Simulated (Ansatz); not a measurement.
# Al2Cu (Khatyrkite): optical spectrum from first principles

What colour and refractive index does Al2Cu (Khatyrkite) have at this level of theory?

Program: Ansatz 0.2.0. Level of theory: DFT, PBE, plane-wave PAW, default files, scalar-relativistic, independent-particle optical response without local fields. Values are calculated unless marked as measured.

## (1) The structure

Symmetry: I4/mcm, No. 140, tetragonal system. The conventional cell has a = 6.067 Å, b = 6.067 Å, c = 4.877 Å, α = 90.00°, β = 90.00°, γ = 90.00°. Cu has 2 Cu at 2.44 Å and 8 Al at 2.59 Å nearest. Nearest to Al lie 4 Cu at 2.59 Å and 1 Al at 2.71 Å. Farther neighbours, and contacts between anions beyond the nearest, are not listed.

## (2) Ground state and bands

The self-consistent density comes first; it also tells whether there is a gap, which decides the occupations and the need for a Drude term.

This step: DFT, PBE, plane-wave PAW, default files, scalar-relativistic, ground state (Ansatz 0.2.0).

Input file input.yaml:

```yaml
crystal:
  lattice:
    - [-3.0335, 3.0335, 2.4385]
    - [3.0335, -3.0335, 2.4385]
    - [3.0335, 3.0335, -2.4385]
  atoms:
    - { symbol: Cu, position: [0.25, 0.25, 0.0] }
    - { symbol: Cu, position: [0.75, 0.75, 0.0] }
    - { symbol: Al, position: [0.3419, 0.1581, 0.5] }
    - { symbol: Al, position: [0.8419, 0.3419, 0.1838] }
    - { symbol: Al, position: [0.6581, 0.8419, 0.5] }
    - { symbol: Al, position: [0.1581, 0.6581, 0.8162] }
kpoints:
  mp_grid: { grid: [6, 6, 6] }
  band_path:
    path:
      - [[0.0, 0.0, 0.0], [0.0, 0.0, 0.5], [-0.5, 0.5, 0.5], [0.0, 0.0, 0.0], [0.41154649, 0.41154649, -0.41154649], [0.25, 0.25, 0.25], [0.0, 0.5, 0.0], [-0.41154649, 0.58845351, 0.41154649], [-0.5, 0.5, 0.5]]
      - [[0.0, 0.0, 0.5], [0.25, 0.25, 0.25]]
    npoints: 6
scf:
  occupations: { method: fermi_dirac, width: 0.05 }
  n_extra_bands: 10
hamiltonian:
  xc: pbe
  pseudopotentials: { kind: paw }
output:
  forces: true
  stress: true
  populations: true
  write_bands: true
  write_density: true
  write_potential: true
  elf: true
  volumetric_format: npy
```

The run is started by

```bash
$ ansatz run input.yaml --threads 4 --pin off --max-ram 8192MiB --backend cpu --events-out ev --progress --plain --runs-dir out
```

Log:

```text
scf.n_extra_bands = 10 over 25 filled bands (N_el = 50.0): the run solves 35 bands
Engine: ansatz 0.2.0, x86_64-unknown-linux-gnu
Pseudopotentials: kind: paw
Pseudopotential: Cu, paw, valence charge 19, recommended cutoff 420 eV (normal), Cu.paw.azcp
Pseudopotential: Al, paw, valence charge 3, recommended cutoff 420 eV (normal), Al.paw.azcp
Functional definition: PBE
  parameter kappa = 0.804
  parameter beta = 0.066725
  exchange = pbe_x(kappa = kappa, mu = beta*pi^2/3)
  correlation = pbe_c(beta = beta)
Crystal: 6 atoms, lattice volume = 89.758 Å³
Basis set: ecut = 420 eV, 1729 PW (Γ), exchange–correlation on 72×72×72 points (8 copies of the dense FFT grid, shifted against one another)
Bands: 35, of which v1, the nominal top of the filled ones, is band 25 counted from 1 (24 counted from 0)
Symmetry: 16 space group operations
Space group: I4/mcm (ITA 140), of the structure as read, at distance tolerance 4.5e-5 Å
k-points: 30 of 216
Non-local potential: Cu, projectors of the file, l = 0: 3, l = 1: 2, l = 2: 3, l = 3: 1
Non-local potential: Al, projectors of the file, l = 0: 2, l = 1: 2, l = 2: 1
PAW form: soft (Blöchl's): semilocal exchange-correlation on the pseudo side does not see the compensation charge
PAW one-centre angular grid: Cu, 590 points (default); XC on 64 Gauss nodes
PAW one-centre angular grid: Al, 110 points (default); XC on 64 Gauss nodes
Initial density: superposition of atomic densities (neutral atoms: chi_scale 0, normalization atom), corrected by the library's trained network
Initial wavefunctions: pseudopotential atomic-orbital guess
Functional: x = pbe(κ = 0.804, μ = 0.219515), c = pbe(β = 0.066725)
SCF iter   1: F=—  HF=-15401.394792 eV  |F-HF|=—  |Δ(HF+E_count)|=         —  Δρ=4.93e-3  dr2=1.73e-2  ethr=1.77e-3  ⟨swp⟩=6.7  Hψ=4872  notcnv=0  defer=26
preconditioner: auto → Kerker (q_TF=auto, 2.475 Å⁻¹)  [metal: Δε(μ)=0.096 eV  Ē_g=8.561 eV  σ=0.050 eV  W_gap=0.39  n_scr=16 (ndim 8)  ℏωp=22.9 eV  f_vac=0.000  D(μ)=2.59/eV (n_scr^D=16)]
SCF iter   2: F=—  HF=-15401.393244 eV  |F-HF|=—  |Δ(HF+E_count)|=   1.55e-3  Δρ=1.01e-3  dr2=1.04e-3  ethr=3.47e-5  ⟨swp⟩=2.6  Hψ=1792  notcnv=0  defer=67
SCF iter   3: F=—  HF=-15401.393025 eV  |F-HF|=—  |Δ(HF+E_count)|=   2.19e-4  Δρ=8.41e-4  dr2=8.90e-4  ethr=2.08e-6  ⟨swp⟩=2.1  Hψ=1360  notcnv=0  defer=67
SCF iter   4: F=—  HF=-15401.392931 eV  |F-HF|=—  |Δ(HF+E_count)|=   9.43e-5  Δρ=1.39e-4  dr2=3.66e-5  ethr=1.78e-6  ⟨swp⟩=2.1  Hψ=1333  notcnv=0  defer=67
SCF iter   5: F=—  HF=-15401.392921 eV  |F-HF|=—  |Δ(HF+E_count)|=   9.31e-6  Δρ=1.08e-4  dr2=6.71e-6  ethr=7.32e-8  ⟨swp⟩=2.0  Hψ=1359  notcnv=0  defer=67
SCF iter   6: F=—  HF=-15401.392920 eV  |F-HF|=—  |Δ(HF+E_count)|=   1.28e-6  Δρ=1.04e-5  dr2=7.54e-8  ethr=2.00e-10  ⟨swp⟩=10.9  Hψ=7328  notcnv=0
SCF iter   7: F=-15401.392920 eV  HF=-15401.392920 eV  |F-HF|=4.19e-9  |Δ(HF+E_count)|=   3.27e-8  Δρ=2.92e-6  dr2=6.96e-9  ethr=1.51e-10  ⟨swp⟩=6.4  Hψ=4778  notcnv=0
SCF 1 converged in 7 iterations: F = -15401.392920 eV  dr2 = 6.96e-9
  greatest PAW one-centre occupation: 1.000 electrons in one spin orbital (limit 2), on the Cu atom at site 1 (counted from 0), in its partial waves of l = 0
NSCF: frozen V_eff on 56 k-points
SCF converged after 7 iterations
Free energy (F): -15401.392920 eV
Harris-Foulkes:  -15401.392920 eV  (|F-HF|=4.19e-9)
Internal energy: -15401.373455 eV  (E = F + TS)
E sigma→0 (E₀):  -15401.383187 eV
Entropy (-TS):   -0.019465 eV (-3.244 meV/atom)
Fermi energy:    10.218387 eV
--- Per-component energies (eV) ---
  E_band       = -932.786933
  E_kinetic    = 690.611489
  E_local      = -12447.782159  (includes V_loc(G=0)·N_el)
  E_nonlocal   = 809.365477
  E_hartree    = 5632.906955
  E_xc         = -339.896425
  E_vxc        = -349.525559  (∫ρ·V_xc dr)
  E_paw        = -5185.622293  (= ΣΔE_a)
  E_vpaw       = -901.262529  (= ΣTr[D̂ρ^β])
  E_aug_tail   = 0.000570  (compensation charges beyond the density's cutoff)
  E_ewald      = -4560.957069
  E_smearing   = -0.019465  (= −TS)
  E_closure    = -0.000000  (closes the sum)
  Σ components = -15401.392920   (vs F -15401.392920, Δ=0.00e0)
--- Forces (eV/Å), atoms counted from 1 ---
  atom   1  Cu     0.00000000     0.00000000     0.00000000
  atom   2  Cu     0.00000000     0.00000000     0.00000000
  atom   3  Al     0.01555614    -0.01555614     0.00000000
  atom   4  Al    -0.01555614    -0.01555614     0.00000000
  atom   5  Al    -0.01555614     0.01555614     0.00000000
  atom   6  Al     0.01555614     0.01555614     0.00000000
  max |Σ_I F_I| component: 1.73e-17 eV/Å
--- Stress (GPa, compression-positive) ---
       -1.145169       0.000000       0.000000
        0.000000      -1.145169      -0.000000
       -0.000000      -0.000000       1.240378
  P = ⅓ Tr σ = -0.3500 GPa (-3.500 kbar)
--- Band table (eV; the first three rows and the last of 30) ---
  k-point 0: bands = [... 21 lower, 8.3199, 8.9575, 9.1292, 9.1292, 9.4993, 9.9326, 10.3649, 11.7423, ... 6 higher]
  k-point 1: bands = [... 21 lower, 8.4868, 8.4934, 8.9109, 9.3463, 9.5671, 10.9971, 11.3754, 12.3601, ... 6 higher]
  k-point 2: bands = [... 21 lower, 7.8049, 8.3686, 9.0061, 9.3675, 9.5941, 11.8990, 11.9567, 13.1585, ... 6 higher]
  k-point 29: bands = [... 21 lower, 7.1522, 7.1522, 8.5392, 12.8292, 13.2429, 13.2429, 13.6354, 14.2925, ... 6 higher]
--- Löwdin populations: 6 sites ---
  site symbol       q [e]
     0     Cu     18.3621
     1     Cu     18.3621
     2     Al      3.2354
     3     Al      3.2354
     4     Al      3.2354
     5     Al      3.2354
  spilling = 0.006687 (of n_electrons = 50.000000)
```

It took 1.8 s on 4 threads of AMD EPYC 9R14 (Zen 4), shared host; peak memory 0.52 GiB.

Read from the output:

- free energy: -15401.3929 eV
- Fermi energy: 10.22 eV
- electrons: 50
- symmetry operations: 16
- pressure: -0.3500 GPa
- volume: 89.76 Å³
- gap on the path: 0 eV

There are states at the Fermi level within the smearing, so the occupations stay smeared and the carriers get a Drude term. The cell is left with a pressure of -0.3 GPa and forces up to 0.02 eV/Å, as it stands unrelaxed at this level.

Electronic bands along the path, in eV, zero at the Fermi level; # counts the bands kept:

```tsv
point	#13	#14	#15	#16	#17	#18	#19	#20
Γ	-2.84	-1.90	-1.26	-1.09	-1.09	-0.72	-0.29	0.15
halfway	-2.23	-2.11	-2.08	-1.24	-0.77	-0.73	1.74	2.00
X	-2.73	-2.69	-1.36	-1.20	-0.90	-0.55	0.86	1.31
halfway	-3.07	-3.06	-2.74	-1.89	0.43	0.68	3.59	3.89
M	-3.20	-3.07	-3.07	-1.68	2.61	3.02	3.02	3.42
halfway	-3.06	-3.05	-1.84	-1.29	0.13	0.46	1.58	2.15
Γ	-2.84	-1.90	-1.26	-1.09	-1.09	-0.72	-0.29	0.15
halfway	-2.94	-2.94	-2.73	-1.20	-1.20	-1.12	-0.01	4.88
Z	-3.17	-3.10	-3.10	-0.94	1.57	1.84	1.84	2.12
halfway	-3.33	-2.50	-2.39	-2.24	0.95	0.99	1.42	4.31
P	-3.60	-3.60	0.47	0.47	0.85	0.85	1.94	1.94
halfway	-3.41	-3.41	-1.12	-1.12	0.45	0.45	2.78	2.78
N	-2.96	-2.96	-2.47	-2.47	0.31	0.31	4.09	4.09
halfway	-3.23	-3.09	-2.44	-1.29	-0.76	1.22	2.37	2.75
Z1	-3.17	-3.10	-3.10	-0.94	1.57	1.84	1.84	2.12
halfway	-3.19	-3.08	-3.08	-1.51	2.26	2.60	2.60	2.84
M	-3.20	-3.07	-3.07	-1.68	2.61	3.02	3.02	3.42
jump to X	-2.73	-2.69	-1.36	-1.20	-0.90	-0.55	0.86	1.31
halfway	-3.29	-3.27	-0.68	-0.66	1.08	1.12	1.55	1.58
P	-3.60	-3.60	0.47	0.47	0.85	0.85	1.94	1.94
```

Electrostatic potential energy in the ab plane of the conventional cell at fractional z = 0.000, with atoms of Al within 0.2 Å of it. With pseudopotentials it is smooth inside the atoms' cores, unlike the true potential.

Ten even steps from '0' (-7 eV) to '9' (12 eV), each cell a mean:
```
89999888740015898
99999999601411799
97668999504630699
72003799601301799
30220489841015898
21650389987678998
30330489999999998
61002798889998888
87567998889973236
79999999899720102
69999888999602630
69986335899602530
79951000599730002
99830450289974347
99830550289998889
89850000589999998
88985224776678998
```

Valence density in the ab plane of the conventional cell at fractional z = 0.000, with atoms of Al within 0.2 Å of it. It is the smooth field of the valence electrons, not physical close to the nuclei.

Ten even steps from '_' (0.07 e/Å³) to '@' (0.33 e/Å³), each cell a mean:
```
@@##**==----==++****==--==++**##%%
####++==::::::--++==..__..++****##
****++==--::..::==--______--++==++
++++==----::::::====..__..------==
==--..__::------==++++------::::--
==..____::++++==++****++--::..::--
++--____--******####**==--::::::==
**++----++****%%@@%%**++==----==++
****======++**%%@@@@##**++====++**
**==--::--==++##%%####**++--..--**
==--::::::==++******++**==..____--
==::::::--==++**++======--______--
==--::----::::==++--::----::::--++
++======::____::==--::::::--++****
**++++++::____::==--::..::--++****
%%##****==..::==**++--::::--==**%%
@@%%**++++====**##**++======++##@@
```

## (3) Spectrum

With the density converged, the vertical transitions are summed over the zone.

This step: DFT, PBE, plane-wave PAW, default files, scalar-relativistic, independent-particle optical response without local fields (Ansatz 0.2.0).

input.yaml, the sections that differ from step 2:

```yaml
kpoints:
  mp_grid: { grid: [6, 6, 6] }
scf:
  occupations: { method: fermi_dirac, width: 0.05 }
output:
  optics:
    e_range: [0, 20]
    de: 0.05
    sigma: 0.15
    drude_damping: 0.03
    nscf_kmesh: { grid: [6, 6, 6] }
    bands: { spectra_wanted_up_to: 20 }
# crystal, hamiltonian: as in step 2
```

Log:

```text
[...]
Crystal: 6 atoms, lattice volume = 89.758 Å³
Basis set: ecut = 420 eV, 1729 PW (Γ)
Bands: 31, of which v1, the nominal top of the filled ones, is band 25 counted from 1 (24 counted from 0)
[... 1 set-up line as in the run before ...]
[...]
k-points: 30 of 216
[...]
SCF iter   1: F=—  HF=-15401.394406 eV  |F-HF|=—  |Δ(HF+E_count)|=         —  Δρ=5.19e-3  dr2=1.85e-2  ethr=1.77e-3  ⟨swp⟩=8.1  Hψ=4681  notcnv=0  defer=1
[...]
SCF iter   9: F=-15401.392978 eV  HF=-15401.392978 eV  |F-HF|=3.64e-12  |Δ(HF+E_count)|=  4.91e-11  Δρ=9.48e-8  dr2=6.59e-12  ethr=1.00e-12  ⟨swp⟩=4.5  Hψ=3033  notcnv=0
SCF 1 converged in 9 iterations: F = -15401.392978 eV  dr2 = 6.59e-12
[...]
NSCF: frozen V_eff on 30 k-points
output.optics: what the bands over the 80 summed would add to eps1, eps2 and the energy-loss function is held between a lower and an upper bound (8 Lanczos steps). eps1, eps2 and their loss function (loss_summed_bands) are given on every row as the summed bands alone make them. Along an axis, on a row where the two bounds hold the loss function to about 1 % of the greater of itself and 0.5 % of |1/eps|, its cell (loss_completed) is given, with the completed eps1 and eps2 that it is formed of (a cell that is left empty reads nan in the table and null in the record). The two bounds hold it so along every axis on all 400 rows up to 20.000 eV. [rest of the remark cut]
SCF converged after 9 iterations
Free energy (F): -15401.392978 eV
[...]
Internal energy: -15401.373514 eV  (E = F + TS)
E sigma→0 (E₀):  -15401.383246 eV
Entropy (-TS):   -0.019465 eV (-3.244 meV/atom)
Fermi energy:    10.218409 eV
[...]
--- Band table (eV; the first three rows and the last of 30) ---
  k-point 0: bands = [... 21 lower, 8.3199, 8.9575, 9.1292, 9.1292, 9.4993, 9.9327, 10.3649, 11.7423, ... 2 higher]
  k-point 1: bands = [... 21 lower, 8.4868, 8.4935, 8.9109, 9.3463, 9.5671, 10.9971, 11.3754, 12.3601, ... 2 higher]
  k-point 2: bands = [... 21 lower, 7.8049, 8.3687, 9.0061, 9.3676, 9.5941, 11.8990, 11.9567, 13.1586, ... 2 higher]
  k-point 29: bands = [... 21 lower, 7.1522, 7.1522, 8.5393, 12.8293, 13.2429, 13.2429, 13.6355, 14.2925, ... 2 higher]
```

It took 53 s on 4 threads; peak memory 1.5 GiB; 3.4 min of CPU time.

Read-outs:

| Property | Result |
| --- | --- |
| main peak of the optical conductivity above 1 eV, first axis | 2.063 eV |
| centre of weight of the strongest loss peak in the window | 16.40 eV |
| Drude plasma energy, first axis | 8.577 eV |
| bands summed | 80 |
| spectra valid up to | 29.54 eV |
| program's estimate of the k-sum error in Im epsilon | 0.23 % |
| electrons in the f-sum | 21.42 |

The Im ε has structure finer than the step of the table below, so its rows give means over 1 eV. Peaks (eV: height): E ∥ x or y 2.0: 48.6.

Table of Im ε by photon energy; means over each step:

```tsv
photon energy (eV)	E ∥ x or y	E ∥ z
1	26.5	31.9
2	37.5	23.3
3	13.8	11.5
4	5.75	6.27
5	3.67	3.66
6	2.38	2.46
7	1.73	1.64
8	1.35	1.45
9	1.14	1.08
10	0.935	0.944
11	0.809	0.815
12	0.633	0.707
13	0.529	0.607
14	0.460	0.483
15	0.396	0.422
16	0.346	0.407
17	0.328	0.330
18	0.277	0.288
19	0.223	0.239
```

The Re ε by photon energy:

```tsv
photon energy (eV)	E ∥ x or y	E ∥ z
1	-62.2	-81.9
2	-12.5	-29.6
3	-19.8	-15.7
4	-10.7	-9.63
5	-6.88	-6.48
6	-4.56	-4.42
7	-3.22	-2.99
8	-2.18	-2.23
9	-1.62	-1.55
10	-1.16	-1.10
11	-0.890	-0.750
12	-0.681	-0.568
13	-0.376	-0.368
14	-0.212	-0.224
15	-0.0818	-0.0380
16	0.0581	0.0202
17	0.144	0.133
18	0.201	0.214
19	0.283	0.285
20	0.372	0.374
```

Reflectivity at normal incidence against photon energy; read off at these points:

```tsv
photon energy (eV)	E ∥ x or y (%)	E ∥ z (%)
0.5	97.7	97.6
1.0	91.8	95.7
1.5	59.4	76.0
2.0	71.0	84.0
2.5	79.4	73.8
3.0	79.9	78.0
3.5	79.3	74.2
4.0	78.0	73.4
4.5	73.6	73.1
5.0	73.6	72.0
5.5	72.6	70.5
6.0	70.3	68.3
6.5	68.0	68.6
7.0	66.8	66.4
7.5	64.7	59.3
8.0	61.1	59.5
8.5	57.2	57.9
9.0	56.1	56.8
9.5	54.5	51.5
10.0	50.8	48.9
10.5	48.5	47.4
11.0	47.0	42.9
11.5	45.7	40.5
12.0	46.5	40.0
12.5	43.8	37.7
13.0	37.4	34.5
13.5	36.5	35.1
14.0	32.3	32.1
14.5	30.2	28.6
15.0	27.3	23.9
15.5	23.8	19.6
16.0	19.9	20.6
16.5	16.3	18.5
17.0	15.1	15.6
17.5	13.4	13.5
18.0	12.6	11.9
18.5	10.5	10.2
19.0	9.05	8.95
19.5	7.32	7.66
20.0	6.01	5.97
```

Refractive index n and extinction k against photon energy:

```tsv
photon energy (eV)	n, E ∥ x or y	k, E ∥ x or y	n, E ∥ z	k, E ∥ z
1	1.44	8.02	0.933	9.10
2	4.34	5.60	1.54	5.66
3	1.38	4.66	1.22	4.15
4	0.802	3.36	0.955	3.25
5	0.667	2.71	0.687	2.64
6	0.534	2.20	0.572	2.18
7	0.463	1.85	0.442	1.78
8	0.429	1.54	0.464	1.56
9	0.419	1.34	0.394	1.31
10	0.405	1.15	0.421	1.13
11	0.397	1.02	0.420	0.963
12	0.352	0.897	0.407	0.856
13	0.379	0.720	0.418	0.737
14	0.387	0.601	0.394	0.616
15	0.400	0.492	0.435	0.477
16	0.449	0.378	0.464	0.441
17	0.501	0.327	0.494	0.333
18	0.521	0.264	0.535	0.270
19	0.568	0.199	0.573	0.207
20	0.629	0.153	0.631	0.156
```

Loss function −Im 1/ε at q → 0 against energy loss; read off at these points:

```tsv
energy loss (eV)	E ∥ x or y	E ∥ z
0.50	6.7e-4	6.1e-4
1.00	0.00525	0.00243
1.50	0.0459	0.0180
2.00	0.0193	0.0148
2.50	0.0186	0.0309
3.00	0.0230	0.0290
3.50	0.0291	0.0405
4.00	0.0378	0.0472
4.50	0.0527	0.0547
5.00	0.0599	0.0657
5.50	0.0717	0.0796
6.00	0.0893	0.0968
6.50	0.110	0.108
7.00	0.129	0.138
7.50	0.158	0.197
8.00	0.203	0.205
8.50	0.246	0.246
9.00	0.288	0.297
9.50	0.335	0.384
10.00	0.422	0.449
10.50	0.489	0.532
11.00	0.559	0.665
11.50	0.652	0.740
12.00	0.732	0.862
12.50	0.987	1.03
13.00	1.24	1.20
13.50	1.45	1.35
14.00	1.78	1.70
14.50	2.09	2.10
15.00	2.43	2.39
15.50	2.73	2.34
15.90	2.87	2.32
16.00	2.86	2.44
16.50	2.59	2.68
16.60	2.57	2.71
17.00	2.56	2.61
17.50	2.43	2.42
18.00	2.37	2.24
18.50	2.02	1.97
19.00	1.72	1.72
19.50	1.34	1.44
20.00	1.10	1.10
```

At chosen wavelengths:

```tsv
wavelength (nm)	n xy	k xy	R (%) xy	1/α xy	n z	k z	R (%) z	1/α z
1550	1.50	10.288	94.7	12 nm	1.17	12.088	96.9	10 nm
800	3.29	3.518	57.2	18 nm	3.25	6.180	76.9	10 nm
633	4.47	5.435	69.9	9.3 nm	1.61	5.851	84.3	8.6 nm
532	2.69	6.033	78.5	7.0 nm	1.58	4.626	77.4	9.2 nm
450	1.70	5.058	79.3	7.1 nm	1.62	4.552	76.5	7.9 nm
405	1.31	4.554	79.9	7.1 nm	1.20	4.042	77.3	8.0 nm
248	0.67	2.706	73.6	7.3 nm	0.69	2.637	72.0	7.5 nm
```

A polished face would reflect 77 % of daylight and look near white (CIE x = 0.310, y = 0.328 under D65).

## (4) Outcome

| Item | Value |
| --- | --- |
| gap on the path | 0 eV |
| main peak of the optical conductivity above 1 eV, first axis | 2.06 eV |
| Drude plasma energy, first axis | 8.58 eV |
| centre of weight of the strongest loss peak in the window, first axis | 16.4 eV |

What this shows: At this level (PBE, independent particles) Al2Cu is a metal with a Drude plasma energy of 8.6 eV along x, 8.6 eV along y and 9.3 eV along z; it reflects 77 % at 550 nm. Along x the bare Drude plasma energy is 8.6 eV; Re ε first rises through zero at 1.58 eV, far lower, because interband transitions screen the carriers. Im ε is 25 there, so the loss peak at that energy is weak. The strongest loss structure up to 20 eV has its centre of weight at 16.4 eV; a free-electron gas of the 21.4 electrons in the f-sum would put its plasmon at 18.1 eV. A polished face would reflect 77 % of daylight and look near white (CIE x = 0.310, y = 0.328 under D65). In the base run ε includes the program's bounded estimate of what the bands above those summed add. The carriers' damping of 0.03 eV is typed, not computed; at 0.8 eV the carriers give 14 % of Im ε, the rest is interband. The Fermi-Dirac width of 0.05 eV acts as an electron temperature of 580 K in the carriers' term.

[Long decimals in the printed logs are rounded to 6 places.]

[Logs are printed without paths, hosts, clocks, repeated set-up lines and the standing remarks that a program may print on its own settings, such as how far it seeks lower states.]

[Hosts, paths, dates, database ids (printed as entryN), source tags and the programs' standing remarks are cut or masked in the printed files.]

[Where the starting crystal was built by hand or by swapping elements, it need not be the compound's stable phase.]

[The count of steps not shown may lack steps that the program refused or didn't finish.]
